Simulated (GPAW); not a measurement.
**WC (Qusongite): optical spectrum from first principles**

Aim: the dielectric function of WC (Qusongite), and the optical constants that follow from it.

Method: DFT, PBE, plane-wave PAW (GPAW data sets), scalar-relativistic, RPA, optical limit, in GPAW 26.7.0.

### Step 1. Set-up

The structure is hexagonal, space group P-6m2 (No. 187). Conventional cell: a = 2.907 Å, b = 2.907 Å, c = 2.837 Å, α = 90.00°, β = 90.00°, γ = 120.00°. Nearest to W lie 6 C at 2.20 Å. Nearest to C lie 6 W at 2.20 Å. Farther neighbours are not listed.

As a file:

```cif
data_structure
_symmetry_space_group_name_H-M 'P-6m2'
_symmetry_Int_Tables_number 187
_cell_length_a 2.9065
_cell_length_b 2.9065
_cell_length_c 2.8366
_cell_angle_alpha 90.000
_cell_angle_beta 90.000
_cell_angle_gamma 120.000
_cell_volume 20.75
loop_
_atom_site_label
_atom_site_type_symbol
_atom_site_symmetry_multiplicity
_atom_site_Wyckoff_symbol
_atom_site_fract_x
_atom_site_fract_y
_atom_site_fract_z
_atom_site_occupancy
W1 W 1 a 0.00000 0.00000 0.00000 1
C1 C 1 f 0.66667 0.33333 0.50000 1
```

### Step 2. Ground state

The self-consistent density comes first; it also tells whether there is a gap, which decides the occupations and the need for a Drude term.

This step: DFT, PBE, plane-wave PAW (GPAW data sets), scalar-relativistic, ground state (GPAW 26.7.0).

gs.py

```python
from ase import Atoms
from ase.dft.bandgap import bandgap
from gpaw import GPAW, PW, FermiDirac

atoms = Atoms(['W', 'C'],
              cell=[[2.906500000000, 0.000000000000, 0.000000000000],
                    [-1.453250000000, 2.517102836100, 0.000000000000],
                    [0.000000000000, 0.000000000000, 2.836600000000]],
              scaled_positions=[[0.000000000000, 0.000000000000, 0.000000000000],
                                [0.666666666700, 0.333333333300, 0.500000000000]],
              pbc=[True, True, True])
atoms.calc = GPAW(mode=PW(500), xc='PBE', kpts={'size': (9, 9, 8), 'gamma': True},
                  occupations=FermiDirac(0.05), maxiter=150, txt='gs.txt')
print('energy (eV)', atoms.get_potential_energy())
print('Fermi level (eV)', atoms.calc.get_fermi_level())
print('valence electrons', atoms.calc.get_number_of_electrons())
print('gap (eV)', bandgap(atoms.calc, output=None)[0])
print('direct gap (eV)', bandgap(atoms.calc, direct=True, output=None)[0])
atoms.calc.write('gs.gpw')
```

The run is started by

```console
OMP_NUM_THREADS=1 python gs.py
```

Numbers of over 12 decimals in the logs are rounded to 6 here.

The log of the run:

```text
__  _  _
 | _ |_)|_||  |
 |__||  | ||/\| - 26.7.0

Versions:
  Python: 3.12.14
  ASE:    3.29.0
  Numpy:  2.5.5
  Scipy:  1.18.1
  Libxc:  7.0.0

Input parameters:
  mode=PW(ecut=500.0),
  kpts=MonkhorstPack(size=(9, 9, 8), gamma=True),
  maxiter=150,
  occupations=Occupations(name='fermi-dirac', width=0.05, fixmagmom=False),
  xc=XC(name='PBE')

Diagonalizing LCAO Hamiltonian
Converting LCAO to pw mode

           C

       W

Atoms  # Å, Bohr magnetons
|   | symbol |        x |        y |        z |    initial magnetic moments |
| 0 |      W | 0.000000 | 0.000000 | 0.000000 | ( 0.0000,  0.0000,  0.0000) |
| 1 |      C | 1.453250 | 0.839034 | 1.418300 | ( 0.0000,  0.0000,  0.0000) |

Unit cell  # Å
| periodic |         x |        y |        z |  lengths |     angles |
|      yes |  2.906500 | 0.000000 | 0.000000 | 2.906500 |  90.000000 |
|      yes | -1.453250 | 2.517103 | 0.000000 | 2.906500 |  90.000000 |
|      yes |  0.000000 | 0.000000 | 2.836600 | 2.836600 | 120.000000 |

Number of symmetries: 12
Symmetry operations  # r_c * U_cc + t_c -> r_c
|    | kind |            matrix            |
|  0 |  σ   |  1, 1, 0,  0,-1, 0,  0, 0, 1 |
|  1 |  C2  |  1, 1, 0,  0,-1, 0,  0, 0,-1 |
|  2 |  E   |  1, 0, 0,  0, 1, 0,  0, 0, 1 |
|  3 |  σ   |  1, 0, 0,  0, 1, 0,  0, 0,-1 |
|  4 |  C3  |  0, 1, 0, -1,-1, 0,  0, 0, 1 |
|  5 |  S3  |  0, 1, 0, -1,-1, 0,  0, 0,-1 |
|  6 |  σ   |  0,-1, 0, -1, 0, 0,  0, 0, 1 |
|  7 |  C2  |  0,-1, 0, -1, 0, 0,  0, 0,-1 |
|  8 |  σ   | -1, 0, 0,  1, 1, 0,  0, 0, 1 |
|  9 |  C2  | -1, 0, 0,  1, 1, 0,  0, 0,-1 |
| 10 |  C3  | -1,-1, 0,  1, 0, 0,  0, 0, 1 |
| 11 |  S3  | -1,-1, 0,  1, 0, 0,  0, 0,-1 |

BZ-sampling:
  Number of BZ points: 648
  Number of IBZ points: 60

  Monkhorst-Pack size: [9, 9, 8]
  Monkhorst-Pack shift: [0.0, 0.0, 0.0625]

K-points  # in reciprocal-cell coordinates
|     |                                coordinates |     weight |
|   0 | (  0.00000000,   0.00000000,   0.00000000) | 0.00154321 |
|   1 | (  0.00000000,   0.00000000,   0.12500000) | 0.00308642 |
|   2 | (  0.00000000,   0.00000000,   0.25000000) | 0.00308642 |
|   3 | (  0.00000000,   0.00000000,   0.37500000) | 0.00308642 |
|   4 | (  0.00000000,   0.00000000,   0.50000000) | 0.00154321 |
|   5 | (  0.11111111,   0.00000000,   0.00000000) | 0.00925926 |
|   6 | (  0.11111111,   0.00000000,   0.12500000) | 0.01851852 |
|   7 | (  0.11111111,   0.00000000,   0.25000000) | 0.01851852 |
|   8 | (  0.11111111,   0.00000000,   0.37500000) | 0.01851852 |
|   9 | (  0.11111111,   0.00000000,   0.50000000) | 0.00925926 |
| ... |                                            |            |
|  59 | (  0.44444444,   0.44444444,   0.50000000) | 0.00925926 |

Plane wave coefficients: 539
Cutoff: 500.0 eV

Spin-components: 1 (collinear spins)
Bands:           15
Projectors:      11
Spin-degeneracy: 2
Datatype:        complex128

Parallelization:
  kpt:    1
  domain: 1
  band:   1

Density:
  Valence electrons: 18.0
  Components: 1
  Grid points: [15 15 15]
  Charge: 0.0  # |e|

Potential:
  Grid points: [15 15 15]

species:
  W:
    name:    Tungsten
    id:
    Z:       74.0
    valence: 14
    core:    60
    charge:  0.0  # [|e|]
    compensation charges:
      type: gauss
      rc: 0.40  # [Å]
      lmax: 2
    cutoffs:
      filter: 2.36  # [Å]
      core: 3.02  # [Å]
    projectors
    | kind |    occ | energy [eV] | rcut [Å] |
    |   5s |  2.000 |     -78.830 |    1.344 |
    |   6s |  2.000 |      -5.697 |    1.344 |
    |   5p |  6.000 |     -43.233 |    1.355 |
    |   6p |  0.000 |      -1.367 |    1.355 |
    |   5d |  4.000 |      -4.494 |    1.228 |
    |    d |        |      22.717 |    1.228 |

    Using partial waves for W as LCAO basis

  C:
    name:    Carbon
    id:
    Z:       6.0
    valence: 4
    core:    2
    charge:  0.0  # [|e|]
    compensation charges:
      type: gauss
      rc: 0.20  # [Å]
      lmax: 2
    cutoffs:
      filter: 1.14  # [Å]
      core: 1.14  # [Å]
    projectors
    | kind |    occ | energy [eV] | rcut [Å] |
    |   2s |  2.000 |     -13.751 |    0.635 |
    |   2p |  2.000 |      -5.284 |    0.635 |
    |    s |        |      13.461 |    0.635 |
    |    p |        |      21.927 |    0.635 |
    |    d |        |       0.000 |    0.635 |

    Using partial waves for C as LCAO basis

Reference energy: -439799.299771  # eV

eigensolver:
  PPCG
  Converge bands: occupied
  niter=2

density mixing:
  MSR1-Mixer
  Pratt-step length: 0.05
  Maximum mixing coefficient: 0.75
  Old densities: 10
  SVD Regularization: 0.005
  Good broyden scale: 1.0
  Trust region scale: 1.0
  Backstep threshold: 4.0
  History deletion threshold: 6.0
  Fourier metric: weight=20.0, sigma=0.015

occupation numbers:
  Fermi-Dirac:
    width: 0.0500  # eV

poisson solver:
  ecut: 4000.0  # eV

xc functional:
  name: PBE with 2 nearest neighbor stencil

convergence criteria:
- Maximum [total energy] change in last 3 cyles: 0.0005 eV / valence electron
- Maximum integral of absolute [dens]ity change: 0.0001 electrons / valence electron
- Maximum integral of absolute [eigenst]ate change: 4e-08 eV^2 / valence electron
maximum number of iterations: 150

SCF iterations
|iter     |      energy | eigst |  dens |
|iter:   1||  -22.638691 | -0.07 |       |
|iter:   2||  -22.159321 | -2.16 | -0.93 |
|iter:   3||  -21.084964 | -1.22 | -0.99 |
|iter:   4||  -21.091980 | -3.24 | -1.70 |
|iter:   5||  -21.099491 | -3.45 | -1.93 |
|iter:   6||  -21.099436c| -5.25 | -3.05 |
|iter:   7||  -21.099437c| -6.60 | -3.63 |
|iter:   8||  -21.099436c| -7.94c| -4.29c|

Converged in 8 steps
SCF loop duration: 6.452 s (0.806 s/step)
Energy contributions relative to reference atoms: (reference = -439799.299771)

Energy contributions:
  Kinetic:          17.246752
  Coulomb:         -18.899108
  Zero:              0.049148
  External:          0.000000
  Xc:              -19.494478
  Entropy:          -0.003499
  Spinorbit:         0.000000
  ----------------------------
  Free energy:     -21.101186
  Extrapolated:    -21.099436

dipole moment: (-4.689535, -9.808499, -10.578499)  # |e|*Ang

Fermi level: 14.137
Eigenvalues  # (at kpt = [0.000, 0.000, 0.000])
| band index |      eig [eV] | occ [0-2] |
|          0 |       -59.645 |     2.000 |
|          1 |       -23.896 |     2.000 |
|          2 |       -23.782 |     2.000 |
|          3 |       -23.782 |     2.000 |
|          4 |        -0.280 |     2.000 |
|          5 |         9.846 |     2.000 |
|          6 |        10.819 |     2.000 |
|          7 |        10.819 |     2.000 |
|          8 |        14.220 |     0.319 |
|          9 |        17.376 |     0.000 |
|         10 |        17.376 |     0.000 |
|         11 |        19.762 |     0.000 |
|         12 |        19.762 |     0.000 |
|         13 |        20.554 |     0.000 |
|         14 |        28.533 |     0.000 |

No gap
No difference between direct/indirect transitions

--- standard output ---
energy (eV) -21.099436
Fermi level (eV) 14.137174
valence electrons 18.0
gap (eV) 0.0
direct gap (eV) 0.0
```

Wall time 8.3 s (1 thread of Arm Neoverse V1, shared host); peak memory 0.16 GiB.

This step gave:

- energy: -21.10 eV
- Fermi energy: 14.14 eV
- electrons: 18

There are states at the Fermi level within the smearing, so the occupations stay smeared and the carriers get a Drude term.

### Step 3. Bands for the response

The response needs many more empty bands than the density does.

This step: DFT, PBE, plane-wave PAW (GPAW data sets), scalar-relativistic, bands at fixed density (GPAW 26.7.0).

nscf.py

```python
from ase.dft.bandgap import bandgap
from gpaw import GPAW, FermiDirac

calc = GPAW('gs.gpw').fixed_density(kpts={'size': (21, 21, 18), 'gamma': True}, nbands=28, convergence={'bands': 22},
                                    occupations=FermiDirac(0.05), txt='nscf.txt')
print('gap (eV)', bandgap(calc, output=None)[0])
print('direct gap (eV)', bandgap(calc, direct=True, output=None)[0])
print('top band over the Fermi level (eV)', min(calc.get_eigenvalues(kpt=k)[21] for k in range(len(calc.get_ibz_k_points()))) - calc.get_fermi_level())
calc.write('full.gpw', mode='all')
```

The run is started by

```console
OMP_NUM_THREADS=1 python nscf.py
```

The log of the run:

```text
Diagonalizing LCAO Hamiltonian
Converting LCAO to pw mode
convergence criteria:
- Maximum integral of absolute [eigenst]ate change: 4e-08 eV^2 / valence electron
maximum number of iterations: 150

SCF iterations
|iter     |      energy | eigst |  dens |
|iter:   1||             | +2.59 |       |
|iter:   2||             | +0.39 |       |
|iter:   3||             | -1.74 |       |
|iter:   4||             | -3.43 |       |
|iter:   5||             | -5.35 |       |
|iter:   6||             | -6.90 |       |
|iter:   7||             | -7.95c|       |
SCF steps: 7
  __  _  _
 | _ |_)|_||  |
 |__||  | ||/\| - 26.7.0

Versions:
  Python: 3.12.14
  ASE:    3.29.0
  Numpy:  2.5.5
  Scipy:  1.18.1
  Libxc:  7.0.0

Input parameters:
  mode=PW(ecut=500.0),
  convergence={'bands': 22},
  gpts=array([15, 15, 15]),
  kpts=MonkhorstPack(size=(21, 21, 18), gamma=True),
  maxiter=150,
  nbands=28,
  occupations=Occupations(name='fermi-dirac', width=0.05, fixmagmom=False),
  parallel={},
  xc=XC(name='PBE')

--- standard output ---
gap (eV) 0.0
direct gap (eV) 0.0
top band over the Fermi level (eV) 28.871232
```

It took 78 s on 1 thread; peak memory 0.34 GiB.

### Step 4. Dielectric function, RPA

Transitions between filled and empty bands, summed over the zone, give the optical response, so mesh, band count and broadening shape it.

The induced potential is part of this response.

This step: DFT, PBE, plane-wave PAW (GPAW data sets), scalar-relativistic, RPA, optical limit (GPAW 26.7.0).

df.py

```python
from gpaw.response.df import DielectricFunction

df = DielectricFunction('full.gpw', frequencies={'type': 'nonlinear', 'domega0': 0.03, 'omega2': 8},
                        ecut=50,
                        eta=0.15,
                        nbands=22,
                        rate=0.05,
                        txt='df.txt')
for direction in ['x', 'z']:
    df.get_dielectric_function(xc='RPA', direction=direction, filename=f'df_{direction}.csv')
```

The run is started by

```console
OMP_NUM_THREADS=1 python df.py
```

The log of the run:

```text
Using integrator: PointIntegrator
NonLinearFrequencyDescriptor(from 0.000 to 107.836 eV, 547 points)
Nonperiodic BCs:  [False False False]
Using integrator: PointIntegrator
NonLinearFrequencyDescriptor(from 0.000 to 107.836 eV, 547 points)
Nonperiodic BCs:  [False False False]
Using integrator: PointIntegrator

Calculating chi0 body with:
    Ground state adapter containing:
    Number of spins: 1
    Number of kpoints: 7938
    Number of irreducible kpoints: 480
    Number of completely occupied states: 8
    Number of partially occupied states: 10

    Linear response parametrization:
    q_c: [0.0, 0.0, 0.0]
    Number of frequency points: 547
    Planewave cutoff: 50.0
    Number of bands: 22
    Number of planewaves: 21
    Broadening (eta): 0.15

Integrating chi0 body.

Symmetries of q_c:
    Direct symmetries (Uq -> q): 12
    Indirect symmetries (TUq -> q): 12
In total 24 allowed symmetries.

480 groups of equivalent kpoints. 93.953137% reduction.

Integral kind: spectral function

Calculating chi0 optical extensions with:
    Ground state adapter containing:
    Number of spins: 1
    Number of kpoints: 7938
    Number of irreducible kpoints: 480
    Number of completely occupied states: 8
    Number of partially occupied states: 10

    Linear response parametrization:
    Number of frequency points: 547
    Planewave cutoff: 50.0
    Number of bands: 22
    Number of planewaves: 21
    Broadening (eta): 0.15
Integrating chi0 head and wings.

Symmetries of q_c:
    Direct symmetries (Uq -> q): 12
    Indirect symmetries (TUq -> q): 12
In total 24 allowed symmetries.

480 groups of equivalent kpoints. 93.953137% reduction.

Integral kind: spectral function wings

Calculating drude chi0 with:
    Number of frequency points:547
    Plasma frequency decay rate: 0.05 eV

    Ground state adapter containing:
    Number of spins: 1
    Number of kpoints: 7938
    Number of irreducible kpoints: 480
    Number of completely occupied states: 8
    Number of partially occupied states: 10

Symmetries of q_c:
    Direct symmetries (Uq -> q): 12
    Indirect symmetries (TUq -> q): 12
In total 24 allowed symmetries.

480 groups of equivalent kpoints. 93.953137% reduction.

Integral kind: intraband
Plasma frequency:
[[3.21+0.j 0.  +0.j 0.  +0.j]
 [0.  +0.j 3.21+0.j 0.  +0.j]
 [0.  +0.j 0.  +0.j 3.17+0.j]]
```

The job ended after 16 s (1 thread; peak memory 0.27 GiB).

This step gave:

| Quantity | Value |
| --- | --- |
| main peak of the optical conductivity above 1 eV, first axis | 8.244 eV |

Some rows of df_x.csv (energy; Re and Im without local fields; Re and Im with them):

```text
0.000000, 4134.982617, 0.000007, 4134.829583, 0.000007
0.460735, -25.828227, 13.030539, -25.983735, 13.012432
0.943989, 8.670852, 6.212848, 8.520026, 6.162980
1.451455, 14.671670, 8.001604, 14.538050, 7.905173
1.984998, 15.559508, 8.579708, 15.450020, 8.468579
2.546682, 16.679049, 12.853711, 16.652970, 12.641552
3.138794, 13.054552, 14.843858, 13.204134, 14.734159
3.763875, 8.545990, 14.825375, 8.706328, 14.908289
4.424758, 4.546347, 15.641264, 4.715300, 15.943889
5.124608, 1.726240, 11.735520, 1.484552, 12.273535
5.866977, 2.562807, 9.241368, 1.941386, 9.365505
6.655862, 4.928374, 11.216614, 4.487765, 11.031161
7.495775, 0.337121, 11.464402, -0.080695, 11.131890
8.391833, -3.524995, 11.350659, -3.347415, 10.908763
9.349861, -3.407840, 6.677060, -3.243159, 6.489809
10.376517, -3.023975, 5.332508, -2.936487, 5.386832
11.479449, -2.984767, 4.554727, -2.938521, 4.661715
12.667487, -2.373806, 2.006556, -2.557240, 2.069038
13.950874, -0.642919, 1.948735, -0.890463, 1.780429
```

The Im ε has structure finer than the step of the table below, so its rows give means over 0.5 eV, whole bins alone (the curve runs from 0.305 to 14.0 eV). Peaks (eV: height): E ∥ x 3.34: 16.4, 7.27: 12.3; E ∥ z 2.98: 22.1, 7.38: 15.9.

Im ε against photon energy; means over each step:

```csv
photon energy (eV),E ∥ x,E ∥ z
1.0,6.35,4.87
1.5,8.05,8.54
2.0,8.40,10.6
2.5,11.8,15.8
3.0,14.5,20.9
3.5,15.7,19.5
4.0,15.6,14.3
4.5,15.5,13.4
5.0,13.0,13.9
5.5,10.7,13.6
6.0,9.11,12.8
6.5,10.1,11.3
7.0,12.2,13.0
7.5,11.3,15.2
8.0,11.4,10.7
8.5,10.1,6.57
9.0,7.79,5.03
9.5,6.46,4.39
10.0,5.78,3.80
10.5,5.23,3.72
11.0,4.79,3.86
11.5,4.53,4.56
12.0,3.41,4.74
12.5,2.32,4.90
13.0,1.90,4.53
13.5,1.70,3.39
```

The Re ε by photon energy:

```csv
photon energy (eV),E ∥ x,E ∥ z
0.5,-19.2,-17.3
1.0,9.78,14.8
1.5,14.6,18.2
2.0,15.4,20.0
2.5,17.0,21.0
3.0,13.3,13.2
3.5,9.39,5.09
4.0,8.65,4.13
4.5,4.14,5.43
5.0,1.93,5.00
5.5,1.52,2.82
6.0,2.49,0.701
6.5,4.24,1.85
7.0,2.21,2.66
7.5,-0.0773,-2.54
8.0,-0.464,-6.93
8.5,-3.62,-5.56
9.0,-3.66,-3.87
9.5,-2.96,-2.54
10.0,-2.74,-2.23
10.5,-2.87,-1.13
11.0,-2.72,-0.645
11.5,-2.99,-0.389
12.0,-3.39,-1.01
12.5,-2.86,-1.26
13.0,-2.05,-2.23
13.5,-1.48,-2.28
```

The Im ε, E ∥ x by photon energy; read off at these points:

```csv
photon energy (eV),without local fields,with local fields
0.50,11.0,11.0
1.00,6.04,5.99
1.50,8.29,8.19
1.63,9.03,8.93
2.00,8.67,8.56
2.50,12.2,12.0
3.00,14.7,14.5
3.34,16.4,16.4
3.50,15.9,15.9
4.00,15.5,15.6
4.16,16.1,16.3
4.50,15.2,15.5
5.00,12.6,13.1
5.50,10.4,10.8
6.00,8.80,8.81
6.50,9.97,9.83
7.00,12.4,12.2
7.27,12.6,12.3
7.50,11.5,11.1
8.00,12.0,11.4
8.21,12.4,11.8
8.50,10.3,9.90
9.00,8.05,7.83
9.50,6.64,6.49
10.00,5.76,5.74
10.50,5.15,5.19
11.00,4.77,4.80
11.50,4.53,4.64
12.00,3.19,3.34
12.50,2.18,2.26
13.00,1.85,1.88
13.50,1.71,1.66
```

The refractive index n and extinction k by photon energy:

```csv
photon energy (eV),"n, E ∥ x","k, E ∥ x","n, E ∥ z","k, E ∥ z"
1,3.26,0.919,3.88,0.507
2,4.07,1.05,4.64,1.24
3,4.07,1.79,4.41,2.50
4,3.64,2.14,3.06,2.29
5,2.76,2.38,3.16,2.23
6,2.41,1.83,2.61,2.48
7,2.70,2.26,2.80,2.28
8,2.34,2.43,1.69,3.13
9,1.58,2.48,1.11,2.26
10,1.34,2.13,1.02,1.81
11,1.18,2.03,1.27,1.50
12,0.827,2.02,1.36,1.69
13,0.605,1.55,1.18,1.91
```

Reflectivity at normal incidence against photon energy; read off at these points:

```csv
photon energy (eV),E ∥ x (%),E ∥ z (%)
0.50,80.9,81.8
1.00,31.3,35.5
1.50,38.3,41.4
2.00,39.3,44.4
2.50,43.0,47.5
3.00,43.6,50.3
3.43,44.9,50.7
3.50,44.5,50.4
4.00,44.2,43.7
4.42,45.9,42.0
4.50,45.7,42.2
5.00,44.3,43.3
5.50,41.0,43.7
6.00,35.6,45.5
6.50,36.3,41.1
7.00,42.5,42.9
7.50,44.1,53.0
8.00,45.2,60.3
8.09,46.0,60.6
8.50,51.3,59.4
9.00,50.7,53.5
9.50,47.6,45.9
10.00,46.5,44.5
10.50,47.4,35.0
11.00,46.7,31.5
11.50,48.7,31.7
12.00,55.4,35.5
12.42,58.0,36.9
12.50,57.5,37.5
13.00,51.5,43.6
13.50,45.0,46.1
```

From ε follow the optical constants at some laser and lamp lines:

```csv
wavelength (nm),n x,k x,R (%) x,1/α x,n z,k z,R (%) z,1/α z
800,3.98,1.070,38.6,59 nm,4.38,1.031,41.6,62 nm
633,4.05,1.018,39.0,49 nm,4.66,1.171,44.2,43 nm
450,4.16,1.634,43.2,22 nm,4.67,2.050,48.6,17 nm
405,4.04,1.787,43.5,18 nm,4.25,2.523,49.9,13 nm
365,3.87,2.107,45.0,14 nm,3.89,2.760,50.7,11 nm
308,3.64,2.172,44.5,11 nm,3.06,2.262,43.3,11 nm
248,2.76,2.381,44.3,8.3 nm,3.16,2.232,43.3,8.8 nm
```

In reflection the computed colour is light grey: x = 0.304, y = 0.321, luminous reflectivity 43 %.

### Step 5. Summary of results

| Quantity | Value |
| --- | --- |
| main peak of the optical conductivity above 1 eV, first axis | 8.24 eV |

In words: At this level (PBE, RPA) WC is a metal; it reflects 40 % at 550 nm for E ∥ x. In reflection the computed colour is light grey: x = 0.304, y = 0.321, luminous reflectivity 43 %. The carriers' damping of 0.05 eV is typed, not computed; it shapes the response at the lowest energies. Spin-orbit coupling is left out although heavy atoms are present. The sum runs over mesh points, so small or evenly spaced maxima can still be ripples of the mesh. In this version of GPAW the matrix elements of the optical limit are incomplete, which can lower ε − 1 by up to a tenth where first-row anions or d states rule, and shift it by more in d metals. GPAW's carrier term has the form −ωp²/(ω + i·rate)², which damps like twice the rate and fails at low energy, so the curves leave the lowest energies out.

[Machine, clock and banner lines and Python warnings are left out of the logs.]

[Logs are printed without paths, hosts, clocks, repeated set-up lines and the standing remarks that a program may print on its own settings, such as how far it seeks lower states.]

[Hosts, paths, dates, database ids (printed as entryN), source tags and the programs' standing remarks are cut or masked in the printed files.]
